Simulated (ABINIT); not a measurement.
# CsGeCl3 (R3m): changed settings of a GW run in ABINIT

A base run on CsGeCl3 (R3m), then changed inputs.

Method: LDA and many-body steps on it, plane waves, in ABINIT 10.8.3.

Most raw output is cut from this account.

### Step 1. Starting point

The structure is trigonal, space group R3m (No. 160). The conventional cell has a = 7.694 Å, b = 7.694 Å, c = 9.535 Å, α = 90.00°, β = 90.00°, γ = 120.00°. Nearest to Cs lie 12 Cl at 3.86 to 3.90 Å. Ge has 3 Cl at 2.37 Å nearest. Cl has 2 Ge at 2.37 to 3.10 Å and 4 Cs at 3.86 to 3.90 Å nearest. Farther neighbours and most contacts between anions are not listed.

The cell and positions are those that the Materials Project relaxed with its own functionals (PBE, PBE+U or r2SCAN), kept fixed. Spin-orbit coupling is left out unless a step names it.

### Step 2. Screening, 2×2×2 mesh, 252 bands, screening to 152.4 eV

This step: ABINIT 10.8.3; RPA screening on LDA, plane waves, norm-conserving pseudopotentials.

The RPA dielectric matrix is built and inverted for each q.

File run.abi:

```
acell 3*1.0 Angstrom
rprim 
  3.846816390705 2.220960478697 3.178300533600
  -3.846816390705 2.220960478697 3.178300533600
  -0.000000000000 -4.441920957394 3.178300533600
ntypat 3
znucl 55 32 17
natom 5
typat 1 2 3 3 3
xred 
  0.998403350000 0.998403350000 0.998403350000
  0.515533150000 0.515533150000 0.515533150000
  0.496712670000 0.496712670000 0.948638170000
  0.496712670000 0.948638170000 0.496712670000
  0.948638170000 0.496712670000 0.496712670000
pp_dirpath "pseudos"
pseudos "Cs.upf, Ge.upf, Cl.upf"
ecut 56
ngkpt 2 2 2
nshiftk 1
shiftk 0 0 0
kptopt 1
chksymbreak 0
istwfk *1
occopt 1
irdwfk 1
optdriver 3
nband 252
ecuteps 5.6
inclvkb 2
awtr 1
symchi 1
indata_prefix "in"
outdata_prefix "out"
tmpdata_prefix "tmp"
```

Started as:

```bash
$ OMP_NUM_THREADS=1 mpirun -n 4 abinit run.abi > log
```

Run time: 3.3 min. Hardware: 4 MPI ranks of Intel Xeon Platinum 8375C at 2.90GHz (Ice Lake), shared host; peak memory 3.5 GiB.

Numbers from this step:

```yaml
eps_infinity_with_local_fields_on_this_mesh_along_the_program_s_q_direction: 5.962
the_same_without_local_fields: 7.234
plasma_frequency: 20.98 eV
plane_waves_in_the_screening_matrix: 739
```

Local fields lower ε∞ by 18 %. On a Γ-centred mesh this coarse the value itself is usually too large, while a short band sum pulls it down.

### Step 3. Base

The self-energy is evaluated for the states that the input lists, and the levels follow from it, in one-shot runs by the linearised quasiparticle equation.

This step: G0W0 on LDA, plane waves, norm-conserving pseudopotentials.

Edit run.abi of step 2 so:

```diff
@@ -26,8 +26,17 @@
 irdwfk 1
-optdriver 3
+optdriver 4
 nband 252
+gwcalctyp 0
+ecutsigx 56
+symsigma 1
+nkptgw 2
+kptgw 
+  0.5000000000 0.5000000000 0.5000000000
+  0.0000000000 0.0000000000 0.0000000000
+bdgw 
+  25 28
+  24 29
 ecuteps 5.6
-inclvkb 2
-awtr 1
-symchi 1
+irdscr 1
+ppmodel 1
 indata_prefix "in"
```

The job ended after 73 s (4 MPI ranks; peak memory 2.9 GiB; 4.9 min of CPU time).

Numbers from this step:

* G0W0 gap on the points computed: 3.652 eV
* starting gap on the mesh: 1.977 eV
* k of the valence top: 0.5, 0.5, 0.5
* k of the conduction bottom: 0.5, 0.5, 0.5
* Z at the valence top: 0.786
* Z at the conduction bottom: 0.807
* least direct G0W0 gap on the computed points: 3.652 eV

The gap on the mesh goes from 1.98 eV to 3.65 eV, a correction of +1.67 eV.

### Step 4. Coulomb singularity

Edit run.abi of step 3 so:

```diff
@@ -41,2 +41,3 @@
 ppmodel 1
+gw_icutcoul 7
 indata_prefix "in"
```

The job ended after 69 s (4 MPI ranks; peak memory 2.9 GiB).

Numbers from this step:

| Property | Result |
| --- | --- |
| G0W0 gap on the points computed | 3.675 eV |
| starting gap on the mesh | 1.977 eV |
| k of the valence top | 0.5, 0.5, 0.5 |
| k of the conduction bottom | 0.5, 0.5, 0.5 |
| Z at the valence top | 0.781 |
| Z at the conduction bottom | 0.802 |
| least direct G0W0 gap on the computed points | 3.675 eV |

Against G0W0 in ABINIT (2×2×2 mesh, 252 bands, screening to 152.4 eV, Godby-Needs plasmon pole), the gap moves by +0.023 eV.

### Step 5. Side by side

Times are wall times on 4 MPI ranks of Intel Xeon Platinum 8375C at 2.90GHz (Ice Lake), shared host, good to a factor of about two. A run's time includes the screening step that it read.

| run | mesh | bands | screening cutoff (eV) | DFT gap (eV) | gap on the mesh (eV) | direct (eV) | ε∞ used | time |
| --- | --- | --- | --- | --- | --- | --- | --- | --- |
| base | 2×2×2 | 252 | 152.4 | 1.977 | 3.652 | 3.652 | 5.96 | 4.6 min |
| Coulomb singularity | 2×2×2 | 252 | 152.4 | 1.977 | 3.675 | 3.675 | 5.96 | 4.5 min |

### Step 6. Results

```
base                : 3.652 eV
Coulomb singularity : 3.675 eV
known limits        : not at the basis limit; no spin-orbit coupling; coarse k mesh
```

What this shows: Coulomb singularity: +0.023 eV against base (keys changed: gw_icutcoul). Bands and cutoff are finite, so the gap is not at the basis limit. The miss can reach some tenths of an eV and take either sign; the mesh is an error of its own. In the G0W0 runs levels were corrected at 2 k points alone, so a gap called «on the mesh» is the least over those, and an edge elsewhere would be missed. The 2×2×2 mesh is coarse for this cell, which bears on the long-range parts of exchange and screening. The many-body steps are scalar-relativistic: spin-orbit coupling is not in them.

[Paths, hosts, dates, memory and timing lines, banners, echoed tables and standing remarks are left out of the program output.]

[Logs are printed without paths, hosts, clocks, repeated set-up lines and the standing remarks that a program may print on its own settings, such as how far it seeks lower states.]

[Runs of the session that timed out or met a known fault of the program may be left out.]

[Hosts, paths, dates, database ids (printed as entryN), source tags and the programs' standing remarks are cut or masked in the printed files.]

[G0W0 gaps are taken among the corrected bands and points alone; a level outside them can change the order at an edge.]

[Where Ansatz stands beside ABINIT at settings called matched, ABINIT's density can come from a denser mesh and the files from another edition; pairs whose starting gaps differed by over 0.03 eV were left out, so agreement reads better than it is.]
